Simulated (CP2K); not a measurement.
Two runs for the O K edge of water pentamer. Run A: CP2K XAS_TDP, all-electron GAPW, PBEh(45%), aug-cc-pVDZ, TDA, no relativity. Run B differs in one setting.

First lines with a strength over 0.0015. A:

| atom | energy (eV) | states | strength, one atom |
| --- | --- | --- | --- |
| O1 (bonded to 2 H, gives 1 H bond, takes 1) | 530.01 | 1 | 0.0139 |
|  | 531.52 | 1 | 0.0077 |
|  | 531.85 | 1 | 0.0049 |
|  | 532.18 | 1 | 0.0029 |
|  | 532.74 | 1 | 0.0025 |
| O2 (bonded to 2 H, gives 1 H bond, takes 1) | 530.01 | 1 | 0.0137 |
|  | 531.51 | 1 | 0.0080 |
|  | 531.84 | 1 | 0.0048 |
|  | 532.17 | 1 | 0.0026 |
|  | 532.85 | 1 | 0.0060 |
| O3 (bonded to 2 H, gives 1 H bond, takes 1) | 529.89 | 1 | 0.0129 |
|  | 531.49 | 1 | 0.0071 |
|  | 531.74 | 1 | 0.0057 |
|  | 532.43 | 1 | 0.0047 |
|  | 532.50 | 1 | 0.0031 |
| O4 (bonded to 2 H, gives 1 H bond, takes 1) | 530.06 | 1 | 0.0140 |
|  | 531.65 | 1 | 0.0083 |
|  | 531.93 | 1 | 0.0052 |
|  | 532.40 | 1 | 0.0037 |
|  | 532.92 | 1 | 0.0027 |

B:

```csv
atom,energy (eV),states,"strength, one atom"
"O1 (bonded to 2 H, gives 1 H bond, takes 1)",521.37,1,0.0046
,522.18,1,0.0049
,522.40,1,0.0017
,522.71,1,0.0022
,523.70,1,0.0038
"O2 (bonded to 2 H, gives 1 H bond, takes 1)",521.36,1,0.0045
,522.19,1,0.0050
,522.39,1,0.0019
,522.67,1,0.0021
,523.64,1,0.0033
"O3 (bonded to 2 H, gives 1 H bond, takes 1)",521.25,1,0.0046
,522.12,1,0.0046
,522.33,1,0.0019
,522.89,1,0.0019
,523.54,1,0.0024
"O4 (bonded to 2 H, gives 1 H bond, takes 1)",521.44,1,0.0050
,522.32,1,0.0050
,522.48,1,0.0018
,522.93,1,0.0018
,523.70,1,0.0024
```

Question: Which was it: the functional, GW2X switched on, scalar relativity switched on, the basis?

The functional (functional from PBEh(45%) to PBE0; the lines alone don't name the new value). A functional moves all lines by electronvolts and changes their spacings and strengths. Against PBEh(45%) in aug-cc-pVDZ, the leading lines move by -8.64 eV (O1, to 521.37), -8.65 eV (O2, to 521.36), -8.64 eV (O3, to 521.25) and -8.62 eV (O4, to 521.44); the strength of O1's goes from 0.0139 to 0.0046, so the two may not be the same state. The next line of O1 over the strength cut lies 0.81 eV higher, against 1.51.

[Banner, clock and machine lines of the logs are left out without a mark of their own.]

[Logs are printed without paths, hosts, clocks, repeated set-up lines and the standing remarks that a program may print on its own settings, such as how far it seeks lower states.]

[Hosts, paths, dates, database ids (printed as entryN), source tags and the programs' standing remarks are cut or masked in the printed files.]
